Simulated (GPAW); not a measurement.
**BaLiF3 (Pm-3m): G0W0 with GPAW, start to end**

How does a plane-wave GW calculation on BaLiF3 (Pm-3m) run from the first input to the gap?

Main program and level: GPAW 26.7.0; LDA and many-body steps on it, plane waves.

### 1. Set-up

The structure is cubic, space group Pm-3m (No. 221). The conventional cell has a = 3.989 Å, b = 3.989 Å, c = 3.989 Å, α = 90.00°, β = 90.00°, γ = 90.00°. Nearest to Ba lie 12 F at 2.82 Å. Nearest to Li lie 6 F at 1.99 Å. Nearest to F lie 2 Li at 1.99 Å and 4 Ba at 2.82 Å. Farther neighbours and most contacts between anions are not listed.

The cell and positions are those that the Materials Project relaxed with its own functionals (PBE, PBE+U or r2SCAN), kept fixed. Spin-orbit coupling is left out unless a step names it.

### 2. Ground state

This step: GPAW 26.7.0; DFT, LDA, plane waves, PAW.

The ground-state density comes first.

Input file run.py:

```python
import json
import numpy as np
from gpaw.mpi import world
from ase import Atoms
from gpaw import GPAW, PW, FermiDirac

atoms = Atoms(['Ba', 'Li', 'F', 'F', 'F'],
    cell=[[3.9885816400, 0.0000000000, 0.0000000000],
      [0.0000000000, 3.9885816400, 0.0000000000],
      [0.0000000000, 0.0000000000, 3.9885816400]],
    scaled_positions=[[0.0000000000, 0.0000000000, 0.0000000000],
      [0.5000000000, 0.5000000000, 0.5000000000],
      [0.0000000000, 0.5000000000, 0.5000000000],
      [0.5000000000, 0.5000000000, 0.0000000000],
      [0.5000000000, 0.0000000000, 0.5000000000]],
    pbc=(True, True, True))
calc = GPAW(mode=PW(600),
    xc='LDA',
    kpts={'size': (6, 6, 6), 'gamma': True},
    occupations=FermiDirac(0.001),
    nbands=-8,
    convergence={'density': 1e-6, 'bands': -3},
    maxiter=100,
    txt='gs.txt')
atoms.calc = calc
res = {'energy': atoms.get_potential_energy()}
kpts = calc.get_ibz_k_points()
res['kpts'] = kpts
res['eigenvalues'] = [calc.get_eigenvalues(kpt=k) for k in range(len(kpts))]
res['n_electrons'] = calc.get_number_of_electrons()
calc.write('gs.gpw')

if world.rank == 0:
    with open('result.json', 'w') as f:
        json.dump(res, f, default=lambda x: x.tolist())
```

On the command line:

```
$ mpirun -n 4 gpaw python run.py
```

Numbers of over 12 decimals in the logs are rounded to 6 here.

Output:

```text
__  _  _
 | _ |_)|_||  |
 |__||  | ||/\| - 26.7.0

Input parameters:
  mode=PW(ecut=600.0),
  convergence={'density': 1e-06, 'bands': -3},
  kpts=MonkhorstPack(size=(6, 6, 6), gamma=True),
  maxiter=100,
  nbands=-8,
  occupations=Occupations(name='fermi-dirac', width=0.001, fixmagmom=False),
  xc=XC(name='LDA')
  [... matrices ...]
Diagonalizing LCAO Hamiltonian
Converting LCAO to pw mode
   .---------.
  /|         |
 * |         |
 | |         |
 |F|   Li    |
 | .--F------.
 |/    F    /
 Ba--------*

Atoms  # Å, Bohr magnetons
|   | symbol |        x |        y |        z |    initial magnetic moments |
| 0 |     Ba | 0.000000 | 0.000000 | 0.000000 | ( 0.0000,  0.0000,  0.0000) |
| 1 |     Li | 1.994291 | 1.994291 | 1.994291 | ( 0.0000,  0.0000,  0.0000) |
| 2 |      F | 0.000000 | 1.994291 | 1.994291 | ( 0.0000,  0.0000,  0.0000) |
| 3 |      F | 1.994291 | 1.994291 | 0.000000 | ( 0.0000,  0.0000,  0.0000) |
| 4 |      F | 1.994291 | 0.000000 | 1.994291 | ( 0.0000,  0.0000,  0.0000) |

Unit cell  # Å
| periodic |        x |        y |        z |  lengths |    angles |
|      yes | 3.988582 | 0.000000 | 0.000000 | 3.988582 | 90.000000 |
|      yes | 0.000000 | 3.988582 | 0.000000 | 3.988582 | 90.000000 |
|      yes | 0.000000 | 0.000000 | 3.988582 | 3.988582 | 90.000000 |

Number of symmetries: 48
Symmetry operations  # r_c * U_cc + t_c -> r_c
|    | kind |            matrix            |
|  0 |  E   |  1, 0, 0,  0, 1, 0,  0, 0, 1 |
|  1 |  σ   |  1, 0, 0,  0, 1, 0,  0, 0,-1 |
|  2 |  σ   |  1, 0, 0,  0, 0, 1,  0, 1, 0 |
|  3 |  C4  |  1, 0, 0,  0, 0, 1,  0,-1, 0 |
|  4 |  C4  |  1, 0, 0,  0, 0,-1,  0, 1, 0 |
|  5 |  σ   |  1, 0, 0,  0, 0,-1,  0,-1, 0 |
|  6 |  σ   |  1, 0, 0,  0,-1, 0,  0, 0, 1 |
|  7 |  C2  |  1, 0, 0,  0,-1, 0,  0, 0,-1 |
|  8 |  σ   |  0, 1, 0,  1, 0, 0,  0, 0, 1 |
|  9 |  C2  |  0, 1, 0,  1, 0, 0,  0, 0,-1 |
| 10 |  C3  |  0, 1, 0,  0, 0, 1,  1, 0, 0 |
| 11 |  S6  |  0, 1, 0,  0, 0, 1, -1, 0, 0 |
| 12 |  S6  |  0, 1, 0,  0, 0,-1,  1, 0, 0 |
| 13 |  C3  |  0, 1, 0,  0, 0,-1, -1, 0, 0 |
| 14 |  C4  |  0, 1, 0, -1, 0, 0,  0, 0, 1 |
| 15 |  S4  |  0, 1, 0, -1, 0, 0,  0, 0,-1 |
| 16 |  C3  |  0, 0, 1,  1, 0, 0,  0, 1, 0 |
| 17 |  S6  |  0, 0, 1,  1, 0, 0,  0,-1, 0 |
| 18 |  σ   |  0, 0, 1,  0, 1, 0,  1, 0, 0 |
| 19 |  C4  |  0, 0, 1,  0, 1, 0, -1, 0, 0 |
| 20 |  C2  |  0, 0, 1,  0,-1, 0,  1, 0, 0 |
| 21 |  S4  |  0, 0, 1,  0,-1, 0, -1, 0, 0 |
| 22 |  S6  |  0, 0, 1, -1, 0, 0,  0, 1, 0 |
| 23 |  C3  |  0, 0, 1, -1, 0, 0,  0,-1, 0 |
| 24 |  S6  |  0, 0,-1,  1, 0, 0,  0, 1, 0 |
| 25 |  C3  |  0, 0,-1,  1, 0, 0,  0,-1, 0 |
| 26 |  C4  |  0, 0,-1,  0, 1, 0,  1, 0, 0 |
| 27 |  σ   |  0, 0,-1,  0, 1, 0, -1, 0, 0 |
| 28 |  S4  |  0, 0,-1,  0,-1, 0,  1, 0, 0 |
| 29 |  C2  |  0, 0,-1,  0,-1, 0, -1, 0, 0 |
| 30 |  C3  |  0, 0,-1, -1, 0, 0,  0, 1, 0 |
| 31 |  S6  |  0, 0,-1, -1, 0, 0,  0,-1, 0 |
| 32 |  C4  |  0,-1, 0,  1, 0, 0,  0, 0, 1 |
| 33 |  S4  |  0,-1, 0,  1, 0, 0,  0, 0,-1 |
| 34 |  S6  |  0,-1, 0,  0, 0, 1,  1, 0, 0 |
| 35 |  C3  |  0,-1, 0,  0, 0, 1, -1, 0, 0 |
| 36 |  C3  |  0,-1, 0,  0, 0,-1,  1, 0, 0 |
| 37 |  S6  |  0,-1, 0,  0, 0,-1, -1, 0, 0 |
| 38 |  σ   |  0,-1, 0, -1, 0, 0,  0, 0, 1 |
| 39 |  C2  |  0,-1, 0, -1, 0, 0,  0, 0,-1 |
| 40 |  σ   | -1, 0, 0,  0, 1, 0,  0, 0, 1 |
| 41 |  C2  | -1, 0, 0,  0, 1, 0,  0, 0,-1 |
| 42 |  C2  | -1, 0, 0,  0, 0, 1,  0, 1, 0 |
| 43 |  S4  | -1, 0, 0,  0, 0, 1,  0,-1, 0 |
| 44 |  S4  | -1, 0, 0,  0, 0,-1,  0, 1, 0 |
| 45 |  C2  | -1, 0, 0,  0, 0,-1,  0,-1, 0 |
| 46 |  C2  | -1, 0, 0,  0,-1, 0,  0, 0, 1 |
| 47 |  i   | -1, 0, 0,  0,-1, 0,  0, 0,-1 |

BZ-sampling:
  Number of BZ points: 216
  Number of IBZ points: 20

  Monkhorst-Pack size: [6, 6, 6]
  Monkhorst-Pack shift: [0.083333, 0.083333, 0.083333]

K-points  # in reciprocal-cell coordinates
|     |                                coordinates |     weight |
|   0 | (  0.00000000,   0.00000000,   0.00000000) | 0.00462963 |
|   1 | (  0.16666667,   0.00000000,   0.00000000) | 0.02777778 |
|   2 | (  0.16666667,   0.16666667,   0.00000000) | 0.05555556 |
|   3 | (  0.16666667,   0.16666667,   0.16666667) | 0.03703704 |
|   4 | (  0.33333333,   0.00000000,   0.00000000) | 0.02777778 |
|   5 | (  0.33333333,   0.16666667,   0.00000000) | 0.11111111 |
|   6 | (  0.33333333,   0.16666667,   0.16666667) | 0.11111111 |
|   7 | (  0.33333333,   0.33333333,   0.00000000) | 0.05555556 |
|   8 | (  0.33333333,   0.33333333,   0.16666667) | 0.11111111 |
|   9 | (  0.33333333,   0.33333333,   0.33333333) | 0.03703704 |
| ... |                                            |            |
|  19 | (  0.50000000,   0.50000000,   0.50000000) | 0.00462963 |

Plane wave coefficients: 2176
Cutoff: 600.0 eV

Spin-components: 1 (collinear spins)
Bands:           24
Projectors:      24
Spin-degeneracy: 2
Datatype:        complex128

  Storage: CPU
  Wave functions: 16_151_040 bytes (4_037_760 per core)
  Projectors: 18_842_880 bytes (4_710_720 per core)
  [... matrices ...]
Parallelization:
  kpt:    4
  domain: 1
  band:   1

Density:
  Valence electrons: 32.0
  Components: 1
  Grid points: [24 24 24]
  Charge: 0.0  # |e|

Potential:
  Grid points: [24 24 24]

species:
  Ba:
    name:    Barium
    Z:       56.0
    valence: 10
    core:    46
    charge:  0.0  # [|e|]
    compensation charges:
      type: gauss
      rc: 0.37  # [Å]
      lmax: 2
    cutoffs:
      filter: 2.06  # [Å]
      core: 2.33  # [Å]
    projectors
    | kind |    occ | energy [eV] | rcut [Å] |
    |   5s |  2.000 |     -33.774 |    1.164 |
    |   6s |  2.000 |      -3.346 |    1.164 |
    |   5p |  6.000 |     -18.813 |    1.164 |
    |    p |        |       0.000 |    1.164 |
    |    d |        |       0.000 |    1.164 |
    |    d |        |      27.211 |    1.164 |

    Using partial waves for Ba as LCAO basis

  Li:
    name:    Lithium
    Z:       3.0
    valence: 1
    core:    2
    charge:  0.0  # [|e|]
    compensation charges:
      type: gauss
      rc: 0.33  # [Å]
      lmax: 2
    cutoffs:
      filter: 1.91  # [Å]
      core: 2.55  # [Å]
    projectors
    | kind |    occ | energy [eV] | rcut [Å] |
    |   2s |  1.000 |      -2.874 |    1.058 |
    |   2p |  0.000 |      -1.126 |    1.058 |
    |    s |        |      24.338 |    1.058 |

    Using partial waves for Li as LCAO basis

  F:
    name:    Fluorine
    Z:       9.0
    valence: 7
    core:    2
    charge:  0.0  # [|e|]
    compensation charges:
      type: gauss
      rc: 0.20  # [Å]
      lmax: 2
    cutoffs:
      filter: 1.14  # [Å]
      core: 0.74  # [Å]
    projectors
    | kind |    occ | energy [eV] | rcut [Å] |
    |   2s |  2.000 |     -29.647 |    0.635 |
    |   2p |  5.000 |     -11.293 |    0.635 |
    |    s |        |      -2.435 |    0.635 |
    |    p |        |      15.918 |    0.635 |
    |    d |        |       0.000 |    0.635 |

    Using partial waves for F as LCAO basis

Reference energy: -229404.258725  # eV

eigensolver:
  PPCG
  Converge bands: -3
  niter=2

density mixing:
  MSR1-Mixer
  Pratt-step length: 0.05
  Maximum mixing coefficient: 0.75
  Old densities: 10
  SVD Regularization: 0.005
  Good broyden scale: 1.0
  Trust region scale: 1.0
  Backstep threshold: 4.0
  History deletion threshold: 6.0
  Fourier metric: weight=20.0, sigma=0.015

occupation numbers:
  Fermi-Dirac:
    width: 0.0010  # eV

poisson solver:
  ecut: 4800.0  # eV

xc functional:
  name: None

Initialization done in: 1.476 s

convergence criteria:
- Maximum integral of absolute [dens]ity change: 1e-06 electrons / valence electron
- Maximum [total energy] change in last 3 cyles: 0.0005 eV / valence electron
- Maximum integral of absolute [eigenst]ate change: 4e-08 eV^2 / valence electron
maximum number of iterations: 100

SCF iterations
|iter     |     time |      energy | eigst |  dens |
|iter:   1|  |  -30.129839 | +1.32 |       |
|iter:   2|  |  -29.853997 | +0.17 | -1.15 |
|iter:   3|  |  -28.962892 | -0.36 | -1.20 |
|iter:   4|  |  -28.932061 | -1.59 | -1.63 |
|iter:   5|  |  -28.928618 | -2.28 | -1.93 |
|iter:   6|  |  -28.928708c| -1.95 | -2.60 |
|iter:   7|  |  -28.928716c| -3.12 | -3.37 |
|iter:   8|  |  -28.928716c| -4.14 | -3.97 |
|iter:   9|  |  -28.928716c| -5.31 | -5.24 |
|iter:  10|  |  -28.928716c| -6.01 | -5.68 |
|iter:  11|  |  -28.928716c| -6.64 | -6.74c|
|iter:  12|  |  -28.928716c| -7.87c| -7.21c|

Converged in 12 steps
SCF loop duration: 5.249 s (0.437 s/step)
Energy contributions relative to reference atoms: (reference = -229404.258725)
  [... matrices ...]
Energy contributions:
  Kinetic:          28.015992
  Coulomb:         -27.379292
  Zero:              0.560187
  External:          0.000000
  Xc:              -30.125604
  Entropy:          -0.000000
  Spinorbit:         0.000000
  ----------------------------
  Free energy:     -28.928716
  Extrapolated:    -28.928716

dipole moment: (-35.942056, -35.942056, -35.942056)  # |e|*Ang

Fermi level: 6.053
Eigenvalues  # (at kpt = [0.000, 0.000, 0.000])
| band index |      eig [eV] | occ [0-2] |
|          0 |       -20.596 |     2.000 |
|        ... |               |           |
|          8 |         0.938 |     2.000 |
|          9 |         0.938 |     2.000 |
|         10 |         2.013 |     2.000 |
|         11 |         2.013 |     2.000 |
|         12 |         2.013 |     2.000 |
|         13 |         2.855 |     2.000 |
|         14 |         2.855 |     2.000 |
|         15 |         2.855 |     2.000 |
|         16 |         9.360 |     0.000 |
|         17 |         9.360 |     0.000 |
|         18 |        10.721 |     0.000 |
|         19 |        12.682 |     0.000 |
|         20 |        12.682 |     0.000 |
|         21 |        12.682 |     0.000 |
|         22 |        19.320 |     0.000 |
|         23 |        19.320 |     0.000 |

Gap: 6.505 eV
Transition (v -> c):
  (s=0, k=0, n=15, [0.00, 0.00, 0.00]) -> (s=0, k=0, n=16, [0.00, 0.00, 0.00])
No difference between direct/indirect transitions
# Writing to gs.gpw (mode='')
  [... matrices ...]
```

The job ended after 8.6 s (4 MPI ranks of Arm Neoverse V1, shared host; peak memory 0.69 GiB).

This step gave:

```
total energy               : -28.93 eV
gap                        : 6.505 eV
k of the valence top       : 0, 0, 0
k of the conduction bottom : 0, 0, 0
least direct gap           : 6.505 eV
```

The gap is direct, at Γ.

### 3. Empty states on the mesh, 4×4×4 mesh, 301 bands

The sums over transitions need many empty states on a uniform mesh; this step solves for them.

Input file run.py:

```python
import json
import numpy as np
from gpaw.mpi import world
from gpaw import GPAW

calc = GPAW('gs.gpw').fixed_density(kpts={'size': (4, 4, 4), 'gamma': True},
    parallel={'domain': 1, 'band': 1},
    txt='nscf.txt')
calc.diagonalize_full_hamiltonian(nbands=301)
calc.write('full.gpw', mode='all')
res = {}
kpts = calc.get_ibz_k_points()
res['kpts'] = kpts
res['eigenvalues'] = [calc.get_eigenvalues(kpt=k) for k in range(len(kpts))]
res['n_electrons'] = calc.get_number_of_electrons()

if world.rank == 0:
    with open('result.json', 'w') as f:
        json.dump(res, f, default=lambda x: x.tolist())
```

On the command line:

```
$ mpirun -n 4 gpaw python run.py
```

Output:

```text
Diagonalizing LCAO Hamiltonian
Converting LCAO to pw mode
convergence criteria:
- Maximum integral of absolute [eigenst]ate change: 4e-08 eV^2 / valence electron
maximum number of iterations: 100

SCF iterations
|iter     |     time |      energy | eigst |  dens |
|iter:   1|  |             | +1.44 |       |
|iter:   2|  |             | +0.54 |       |
|iter:   3|  |             | -0.78 |       |
[...]
|iter:  14|  |             | -6.64 |       |
|iter:  15|  |             | -7.00 |       |
|iter:  16|  |             | -7.44c|       |
SCF steps: 16
  __  _  _
 | _ |_)|_||  |
 |__||  | ||/\| - 26.7.0

Input parameters:
  mode=PW(ecut=600.0),
  convergence={'density': 1e-06, 'bands': -3},
  gpts=array([24, 24, 24]),
  kpts=MonkhorstPack(size=(4, 4, 4), gamma=True),
  maxiter=100,
  nbands=24,
  occupations=Occupations(name='fermi-dirac', width=0.001, fixmagmom=False),
  parallel={'domain': 1, 'band': 1},
  xc=XC(name='LDA')
Matrix size: 2103x2103
# Writing to full.gpw (mode='all')
  [... matrices ...]

timing:  # [seconds]
  Total: 28.149  # ━━━━━━━━━━━━━━━━━━━━━━━━━━━━━━━━━━━━━━━━━━━━━━━━━━━━━━━━━━
```

Wall time 35 s (4 MPI ranks); peak memory 2.1 GiB; 2.3 min of CPU time.

Numbers from this step:

```
gap                                                           : 6.505 eV
k of the valence top                                          : 0, 0, 0
k of the conduction bottom                                    : 0, 0, 0
least direct gap                                              : 6.505 eV
k points computed                                             : 10
lowest point of the top converged band, above the valence top : 149.6306 eV
```

On this mesh the gap is 6.505 eV.

[end of part 1 of 2]

[Paths, hosts, dates, memory and timing lines, banners, echoed tables and standing remarks are left out of the program output.]

[Logs are printed without paths, hosts, clocks, repeated set-up lines and the standing remarks that a program may print on its own settings, such as how far it seeks lower states.]

[Runs of the session that timed out or met a known fault of the program may be left out.]

[Hosts, paths, dates, database ids (printed as entryN), source tags and the programs' standing remarks are cut or masked in the printed files.]
